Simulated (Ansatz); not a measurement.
# Lattice dynamics of HfSi (model cell, started as CsCl type), part 3 of 3

Task: relax HfSi (model cell, started as CsCl type), then find its harmonic phonons.

Ansatz 0.2.0; DFT LDA, scalar-relativistic, plane waves, PAW.

So far. Step 3 (Tight relaxation): The forces vanish by symmetry and the pressure is 0.000 GPa, within the tolerances set. The cell now holds 16.74 Å³/atom. Step 4 (Modes at Γ): Before it was imposed, the acoustic sum rule was missed by 6.6e-5 eV/Å². Small misses are needed for a sound result but don't prove that mesh and cutoff are converged. The lowest optical mode is real, 225 cm⁻¹. The relaxed cell has a = 3.223 Å (conventional setting).

The structure was built from a prototype and need not be the compound's stable phase.

## 5. The dispersion

Stability and thermal properties need the whole zone. Linear response on a 4×4×4 q mesh gives force constants as far as a supercell of that size would.

Contents of input.yaml:

```yaml
crystal:
  lattice:
    - [3.2232760924, 0.0, 0.0]
    - [0.0, 3.2232760924, 0.0]
    - [0.0, 0.0, 3.2232760924]
  atoms:
    - { symbol: Hf, position: [0.0, 0.0, 0.0] }
    - { symbol: Si, position: [0.5, 0.5, 0.5] }
kpoints:
  mp_grid: { grid: [16, 16, 16] }
hamiltonian:
  xc: lda
scf:
  occupations: { method: methfessel_paxton, width: 0.2 }
output:
  eigenvalues: true
phonons:
  method: dfpt
  qmesh: [4, 4, 4]
  temperatures: { t_max: 1000, t_step: 50 }
  qpath:
    path:
      - [[0.0, 0.0, 0.0], [0.0, 0.5, 0.0], [0.5, 0.5, 0.0], [0.0, 0.0, 0.0], [0.5, 0.5, 0.5], [0.0, 0.5, 0.0]]
      - [[0.5, 0.5, 0.5], [0.5, 0.5, 0.0]]
    npoints: 10
```

Command:

```bash
> ansatz run input.yaml --threads 4 --pin off --max-ram 7168MiB --backend cpu --events-out ev --progress --plain --runs-dir out
```

Numbers of over 12 decimals in the logs are rounded to 6 here.

Log:

```text
[...]
Crystal: 2 atoms, lattice volume = 33.488 Å³
Basis set: ecut = 420 eV, 691 PW (Γ), exchange–correlation on 48×48×48 points (8 copies of the dense FFT grid, shifted against one another)
Bands: 19, of which v1, the nominal top of the filled ones, is band 15 counted from 1 (14 counted from 0)
Symmetry: 48 space group operations
k-points: 165 of 4096
[...]
SCF iter   1: F=—  HF=-16086.157872 eV  |F-HF|=—  |Δ(HF+E_count)|=         —  Δρ=7.52e-3  dr2=2.16e-2  ethr=1.77e-3  ⟨swp⟩=4.9  Hψ=13126  notcnv=0
[...]
SCF iter   8: F=-16086.152702 eV  HF=-16086.152702 eV  |F-HF|=5.46e-12  |Δ(HF+E_count)|=  1.36e-10  S|Δr|=    0.00e0  Δρ=1.63e-7  dr2=5.43e-12  ethr=1.00e-12  ⟨swp⟩=4.4  Hψ=17026  notcnv=0
[...]
SCF 1 converged in 8 iterations: F = -16086.152702 eV  dr2 = 5.43e-12
[...]
SCF iter   1: F=—  HF=-16086.152702 eV  |F-HF|=—  |Δ(HF+E_count)|=         —  Δρ=1.60e-7  dr2=3.93e-12  ethr=3.74e-9  ⟨swp⟩=4.0  Hψ=23700  notcnv=0
eigensolver tolerance schedule: the retry pair's looser diagonalisation over-reported the residual by 286103.60 of it (diagonalisation noise at 0.53 of the residual, at the tolerance the schedule requests for it); recorded, not acted on — ethr = c·dr2/N_el stays at c = 1.0e-1
[...]
SCF iter   2: F=-16086.152702 eV  HF=-16086.152702 eV  |F-HF|=5.46e-12  |Δ(HF+E_count)|=  8.20e-10  S|Δr|=    0.00e0  Δρ=5.69e-8  dr2=3.68e-13  ethr=1.00e-12  ⟨swp⟩=6.4  Hψ=14094  notcnv=0
SCF 2 converged in 2 iterations: F = -16086.152702 eV  dr2 = 3.68e-13
phonons: the bands overlap, so this run is a metal and interpolates without the dipole-dipole term. If the crystal is really an insulator or semiconductor, its LO-TO splitting is missing
NSCF: frozen V_eff on 165 k-points
[...]
DFPT response loops at q = (0, 0, 0) (fractional): preconditioner auto → Kerker (q_TF=auto, 2.679 Å⁻¹) (partly filled bands, converged f_vac=0.000); β = 1.00, the filter's whole step (`scf.mixing.beta` (0.50) is not read by the response loops under this deck's `scf.mixing.preconditioner`; to damp them name `kerker` or `kerker_dos`, under which they read `scf.mixing.beta`, and type it under 1.00, their step now; both keys bind the ground state too); Broyden in place of MSR1
[...]
SCF converged after 8 iterations
[...]
Free energy (F): -16086.152702 eV
[...]
Internal energy: -16086.150960 eV  (E = F + TS)
E sigma→0 (E₀):  -16086.152267 eV
Entropy (-TS):   -0.001742 eV (-0.871 meV/atom)
Fermi energy:    17.583675 eV
[...]
--- Band table (eV; the first three rows and the last of 165) ---
  k-point 0: bands = [... 11 lower, 6.2285, 15.5915, 15.5915, 19.7303, 19.7303, 19.7303, 21.3995, 21.3995]
  k-point 1: bands = [... 11 lower, 6.2994, 15.5332, 15.6302, 19.4901, 19.4901, 19.5994, 21.4222, 21.6594]
  k-point 2: bands = [... 11 lower, 6.5086, 15.2948, 15.7438, 19.0018, 19.0018, 19.4196, 21.4877, 22.2123]
  k-point 164: bands = [... 11 lower, 12.8150, 12.8150, 12.8150, 13.3304, 21.2456, 21.2456, 21.2456, 24.0866]
--- Phonons (Γ-DFPT): 2 representative perturbations + reference (Σ response iterations 6) ---
  ASR residual: 6.300e-5 → 0.000e0 eV/Å²; symmetrization residual: 7.709e-7 eV/Å²
  ASR residual per site (eV/Å²): 6.30e-5 9.51e-6
  Γ frequencies (cm⁻¹): 0.00 0.00 0.00 224.55 224.55 224.55
--- Phonons (arbitrary-q DFPT): 10 irreducible q on the 4×4×4 mesh ---
  q = [0.0000, 0.0000, 0.0000] (star 1, of the zone-centre solve; hermiticity 3.43e-7, symmetrization 1.07e-12): -0.00 0.00 0.00 224.55 224.55 224.55
  q = [0.0000, 0.0000, 0.2500] (star 6, 4 solved perturbations in 4032 linear systems a pass and spin channel, the states on 1296 of 4096 k-point pairs; hermiticity 1.59e-7, symmetrization 2.96e-13): -70.40 -70.40 4.40 223.20 223.20 240.29
[...]
q = [0.0000, 0.2500, -0.5000] (star 12, 6 solved perturbations on 1296 of 4096 k-point pairs; hermiticity 5.68e-8, symmetrization 5.74e-14): -36.29 33.30 52.49 199.83 224.43 234.17
[...]
sum rule: each row above includes the acoustic sum rule's correction from the zone centre's row sums; it moved no ω² by more than (0.31 cm⁻¹)²
  mesh force constants: q→R imaginary residual 6.56e-18; ASR residual 6.300e-5 → 0.000e0 eV/Å²; symmetrization residual 3.553e-15 eV/Å²
  interpolated dispersion: 62 rows × 6 modes
  density of states and harmonic sums: on the 20×20×20 q-mesh, interpolated from the force constants of a 4×4×4 supercell (no non-analytic term)
  largest difference from the sums on the solved wave vectors: F 6.17e-3 eV, S 7.49e-6 and C_V 8.19e-7 eV/K
  zero-point energy: 0.045210 eV/cell   skipped modes (ω ≤ 0): 458, of them read as no rigid motion or as one in doubt: 455 (1.599e0 modes/cell left out, lowest -97.43 cm⁻¹)   left out of the sums: 2.67e-1 of the cell's modes: C_V's classical limit lies that fraction below 3 k_B per atom; for a crystal, a wire or a layer, F and S can be off by more, and a phonons.interpolated_qmesh denser along its periods is the remedy for the sampling
```

It took 11 min on 4 threads of Arm Neoverse V2, shared host; peak memory 3.7 GiB; 42 min of CPU time.

Numbers from this step:

- sum-rule residual before enforcement: 6.30e-5 eV/Å²
- lowest frequency on the path: -97.05 cm⁻¹
- highest frequency on the path or at a solved wavevector: 250.2 cm⁻¹
- lowest mode on the q mesh (acoustic modes at Γ apart): -97.05 cm⁻¹

Frequencies (cm⁻¹) solved at each irreducible wavevector; negative means imaginary. Frequencies by wavevector, by row:

| q in reciprocal lattice units | star | mode 1 | mode 2 | mode 3 | mode 4 | mode 5 | mode 6 |
| --- | --- | --- | --- | --- | --- | --- | --- |
| 0 0 0 | 1 | 0 | 0 | 0 | 224.6 | 224.6 | 224.6 |
| 0 0 0.25 | 6 | -70.4 | -70.4 | 4.4 | 223.2 | 223.2 | 240.3 |
| 0 0 -0.5 | 3 | -68 | -68 | 106.3 | 195.7 | 195.7 | 212.4 |
| 0 0.25 0.25 | 12 | -97 | -43.9 | 88 | 199.7 | 219.4 | 250.2 |
| 0 0.25 -0.5 | 12 | -36.3 | 33.3 | 52.5 | 199.8 | 224.4 | 234.2 |
| 0 -0.5 -0.5 | 3 | -89.2 | -89.2 | 31.8 | 147.6 | 247.2 | 247.2 |
| 0.25 0.25 0.25 | 8 | -77.6 | -77.6 | 55.8 | 179.1 | 220.2 | 220.2 |
| 0.25 0.25 -0.5 | 12 | -40.3 | -32.3 | 78.1 | 192.8 | 208.2 | 234 |
| 0.25 -0.5 -0.5 | 6 | 49.8 | 49.8 | 93.6 | 182.4 | 216.7 | 216.7 |
| -0.5 -0.5 -0.5 | 1 | 98.3 | 98.3 | 98.3 | 152.1 | 152.1 | 152.1 |

Interpolated from a 4×4×4 q mesh. Phonon branches along the path, in cm⁻¹:

| point | branch 1 | branch 2 | branch 3 | branch 4 | branch 5 | branch 6 |
| --- | --- | --- | --- | --- | --- | --- |
| Γ | 0 | 0 | 0 | 224 | 224 | 224 |
| halfway | -70 | -70 | 4 | 223 | 223 | 240 |
| X | -68 | -68 | 106 | 196 | 196 | 212 |
| halfway | -36 | 33 | 52 | 200 | 224 | 234 |
| M | -89 | -89 | 32 | 148 | 247 | 247 |
| halfway | -97 | -44 | 88 | 200 | 219 | 250 |
| Γ | 0 | 0 | 0 | 224 | 224 | 224 |
| halfway | -78 | -78 | 56 | 179 | 220 | 220 |
| R | 98 | 98 | 98 | 152 | 152 | 152 |
| halfway | -40 | -32 | 78 | 193 | 208 | 234 |
| X | -68 | -68 | 106 | 196 | 196 | 212 |
| jump to R | 98 | 98 | 98 | 152 | 152 | 152 |
| halfway | 50 | 50 | 94 | 182 | 217 | 217 |
| M | -89 | -89 | 32 | 148 | 247 | 247 |

The phonon branches as a text plot (rows in cm⁻¹):

```
    243 |   **      *************    **                       ***
    228 |**** *   ***    *    *******  *           *****
    214 |    *******      **** *    *   ***         *** **   *
    200 |      *****      *****      **  ***      ********  *
    185 |           **                  *   *    ***       ***
    171 |             *  *             *     *   *         *  *
    156 |               *                     ***         *    **
    142 |              *
    127 |
    113 |       *                                        *
     98 |      * *                           ******     * ****
     84 |         *        ***         *    **   * **  *   *
     69 |     *    *          *      **    *      *  **     * *
     55 |                 *    *    *   *   *     *          * *
     40 |    *      *** **                         *  *         *
     26 |              *  *     *  *
     11 |   *                    *                   *
     -3 |          *              *        *
    -18 |**         *      **    *                 *
    -32 | **       *             * *     **         *  *
    -46 |  *      * *    *   *  *                   ***
    -61 |       **   *        ***   *                  ***    *
    -75 |   ****      * ***             *                      *
    -90 |              **  *****     ***                        *
         Γ      X      M          Γ            R        X|R     M
```

Tetrahedra on a 20×20×20 mesh, mean over bins of 5 cm-1. Interpolated from a 4×4×4 q mesh. The phonon density of states by wavenumber; read off at these points:

wavenumber (cm⁻¹), phonon density of states (1/cm⁻¹/cell) and a bar:
```
      -98     0.0056 ###
      -88     0.0167 ########
      -78     0.0236 ############
      -68     0.0303 ###############
      -58     0.0267 ##############
      -52     0.0232 ############
      -42     0.0139 #######
      -32     0.0099 #####
      -22     0.0092 #####
      -12     0.0069 ###
       -2     0.0064 ###
        8     0.0063 ###
       18     0.0071 ####
       28     0.0092 #####
       32     0.0097 #####
       42     0.0145 #######
       52     0.0177 #########
       62     0.0181 #########
       72     0.0183 #########
       82     0.0251 #############
       88     0.0279 ##############
       92     0.0104 #####
      102     0.0023 #
      112     0.0000 
      122     0.0000 
      128     0.0000 
      138     0.0000 
      148     0.0000 
      158     0.0015 #
      168     0.0038 ##
      178     0.0098 #####
      188     0.0271 ##############
      198     0.0436 ######################
      202     0.0592 ##############################
      208     0.0448 #######################
      212     0.0502 #########################
      222     0.0402 ####################
      232     0.0402 ####################
      242     0.0534 ###########################
      252     0.0000
```

The partial phonon density of states has structure finer than the step of the table below, so its rows give means over 10 cm⁻¹, whole bins alone (the curve runs from -108 to 268 cm⁻¹). Peaks (cm⁻¹: height): Hf -82.1: 0.0212, -67.9: 0.0303, -30.1: 0.0134, 59.7: 0.0171, 85.7: 0.0272, 241.8: 0.0112; Si -67.9: 0.00644, 201.6: 0.0510, 241.8: 0.0395.

Phonopy on the run's constants, 17x17x17 mesh, Gaussian sigma 2.7 cm-1. Interpolated from a 4×4×4 q mesh. Partial phonon density of states against wavenumber; means over each step; values in 1/cm⁻¹/cell:

| wavenumber (cm⁻¹) | Hf | Si |
| --- | --- | --- |
| -100 | 0.00383 | 0.00102 |
| -90 | 0.0126 | 0.00331 |
| -80 | 0.0182 | 0.00470 |
| -70 | 0.0244 | 0.00522 |
| -60 | 0.0207 | 0.00405 |
| -50 | 0.0183 | 0.00376 |
| -40 | 0.0113 | 0.00250 |
| -30 | 0.0116 | 0.00285 |
| -20 | 0.00532 | 0.00146 |
| -10 | 0.00104 | 3.0e-4 |
| 0 | 0.00156 | 2.2e-4 |
| 10 | 0.00446 | 9.5e-4 |
| 20 | 0.00771 | 0.00135 |
| 30 | 0.00886 | 0.00154 |
| 40 | 0.0148 | 0.00186 |
| 50 | 0.0141 | 0.00190 |
| 60 | 0.0159 | 0.00206 |
| 70 | 0.0156 | 0.00181 |
| 80 | 0.0201 | 0.00159 |
| 90 | 0.0195 | 9.5e-4 |
| 100 | 0.00614 | 1.7e-4 |
| 110 | 2.7e-4 | 6.2e-6 |
| 120 | 0 | 0 |
| 130 | 0 | 0 |
| 140 | 0 | 4.5e-6 |
| 150 | 4.1e-6 | 5.8e-4 |
| 160 | 3.3e-5 | 0.00214 |
| 170 | 2.1e-4 | 0.00483 |
| 180 | 8.1e-4 | 0.0143 |
| 190 | 0.00291 | 0.0293 |
| 200 | 0.00449 | 0.0452 |
| 210 | 0.00639 | 0.0415 |
| 220 | 0.00677 | 0.0344 |
| 230 | 0.00782 | 0.0336 |
| 240 | 0.0103 | 0.0376 |
| 250 | 0.00383 | 0.0129 |
| 260 | 2.4e-5 | 8.6e-5 |

Second derivatives of the energy by pair, one row for each kind of neighbour of each atom listed. Each entry sums the pair over the periodic images of the supercell that the q mesh stands for, and in a polar crystal it holds the long-range dipole part too. Force constants by pair, by row:

| atom | neighbour | distance (Å) | third of the trace (eV/Å²) | along the pair's line (eV/Å²) |
| --- | --- | --- | --- | --- |
| Hf1 | itself | 0 | 4.816 | – |
| Hf1 | Si | 2.791 | -0.8784 | -2.833 |
| Hf1 | Hf | 3.223 | -0.5555 | -1.882 |
| Hf1 | Hf | 4.558 | 0.0692 | -0.1603 |
| Hf1 | Si | 5.345 | 0.0605 | 0.0341 |
| Hf1 | Hf | 5.583 | 0.2248 | 0.2625 |
| Hf1 | Hf | 6.447 | 0.0039 | 0.0668 |
| Hf1 | Si | 7.025 | 0.0416 | 0.0539 |
| Hf1 | Hf | 7.207 | 0.0053 | 0.0719 |
| Si2 | itself | 0 | 4.03 | – |
| Si2 | Hf | 2.791 | -0.8784 | -2.833 |
| Si2 | Si | 3.223 | 0.1449 | -0.0202 |
| Si2 | Si | 4.558 | -0.0201 | 0.0818 |
| Si2 | Hf | 5.345 | 0.0605 | 0.0341 |
| Si2 | Si | 5.583 | 0.0017 | -0.0097 |
| Si2 | Si | 6.447 | 0.0381 | 0.1528 |
| Si2 | Hf | 7.025 | 0.0416 | 0.0539 |
| Si2 | Si | 7.207 | 0.007 | -0.0054 |

Symmetry leaves 10 wavevectors to solve. The lowest mode among them, the acoustic zeros apart, lies at q = (0, 0.25, 0.25) and is imaginary, 97.0i cm⁻¹, so the energy falls along it.

## 6. Isotope substitution, element Hf, natural mass 178.486 amu

An isotope changes the mass and not the force constants, so no new electronic calculation is needed; the shifts show which modes move this element.

The same force constants with the mass of Hf changed from 178.486 to 173.940 u (phonopy, no LO-TO term). Both lists are sorted by frequency; levels can cross, so a row need not hold one and the same mode. Modes under 3 cm⁻¹ are left out. Isotope shifts, by row:

| q | rank | natural mass (cm⁻¹) | changed mass (cm⁻¹) |
| --- | --- | --- | --- |
| 0 0 0 | 4 | 224.6 | 224.9 |
| 0 0 0 | 5 | 224.6 | 224.9 |
| 0 0 0 | 6 | 224.6 | 224.9 |
| 0 0 0.25 | 1 | -70.4 | -71.2 |
| 0 0 0.25 | 2 | -70.4 | -71.2 |
| 0 0 0.25 | 3 | 4.4 | 4.44 |
| 0 0 0.25 | 4 | 223.2 | 223.6 |
| 0 0 0.25 | 5 | 223.2 | 223.6 |
| 0 0 0.25 | 6 | 240.3 | 240.7 |
| 0 0 -0.5 | 1 | -68.03 | -68.91 |
| 0 0 -0.5 | 2 | -68.03 | -68.91 |
| 0 0 -0.5 | 3 | 106.3 | 107.7 |
| 0 0 -0.5 | 4 | 195.7 | 195.7 |
| 0 0 -0.5 | 5 | 195.7 | 195.7 |
| 0 0 -0.5 | 6 | 212.4 | 212.4 |
| 0 0.25 0.25 | 1 | -97.05 | -98.03 |
| 0 0.25 0.25 | 2 | -43.93 | -44.44 |
| 0 0.25 0.25 | 3 | 88.01 | 89.15 |
| 0 0.25 0.25 | 4 | 199.7 | 199.7 |
| 0 0.25 0.25 | 5 | 219.4 | 219.7 |
| 0 0.25 0.25 | 6 | 250.2 | 250.9 |

A mode of this element alone would shift by +1.30 %. The highest zone-centre frequency without the field goes from 224.6 to 224.9 cm⁻¹ (+0.2 %). The product of the frequency ratios over all optical modes at Γ is 1.005; the product rule, (m/m′)^(3k/2) (M′/M)^(3/2) with k = 1 such atoms and M the mass of the cell, gives 1.005.

## 7. Another isotope, element Si, natural mass 28.085 amu

The same for Si, from 28.09 to 29.97 u.

A mode of this element alone would shift by -3.20 %. The highest zone-centre frequency without the field goes from 224.6 to 218.3 cm⁻¹ (-2.8 %). The product of the frequency ratios over all optical modes at Γ is 0.919; the product rule, (m/m′)^(3k/2) (M′/M)^(3/2) with k = 1 such atoms and M the mass of the cell, gives 0.919.

## 8. What came out

* space group after relaxation (within 0.01 Å): Pm-3m
* volume per atom: 16.7 Å³
* electronic character: no gap on this mesh
* highest optical mode at the zone centre (no LO-TO term): 225 cm⁻¹
* lowest optical zone-centre mode: 225 cm⁻¹
* lowest mode on the q mesh (acoustic modes at Γ apart): -97.0 cm⁻¹
* highest frequency on the path or at a solved wavevector: 250 cm⁻¹
* imaginary modes on the 4×4×4 q mesh: yes

**Reading.** Modes are clearly imaginary (beyond 10i cm⁻¹) at 7 of the 10 irreducible wavevectors, most at q = (0, 0.25, 0.25) (97.0i cm⁻¹), so this structure is not a minimum of the energy. The optical modes at Γ form one degenerate level at 225 cm⁻¹. The highest mode in this list at Γ, 224.6 cm⁻¹, is mostly motion of Si (86 % of the kinetic energy). With no gap, or one that is small against the smearing, the frequencies hang on the k mesh and the smearing, most of all near Kohn anomalies. Spin-orbit coupling is left out, which can matter for the heavy elements here. The starting cell was built on a prototype and not taken from a measurement, so the phase need not exist. These are harmonic frequencies at zero temperature: anharmonic shifts, linewidths and thermal expansion are left out.

[Logs are printed without paths, hosts, clocks, repeated set-up lines and the standing remarks that a program may print on its own settings, such as how far it seeks lower states.]

[Hosts, paths, dates, database ids (printed as entryN), source tags and the programs' standing remarks are cut or masked in the printed files.]
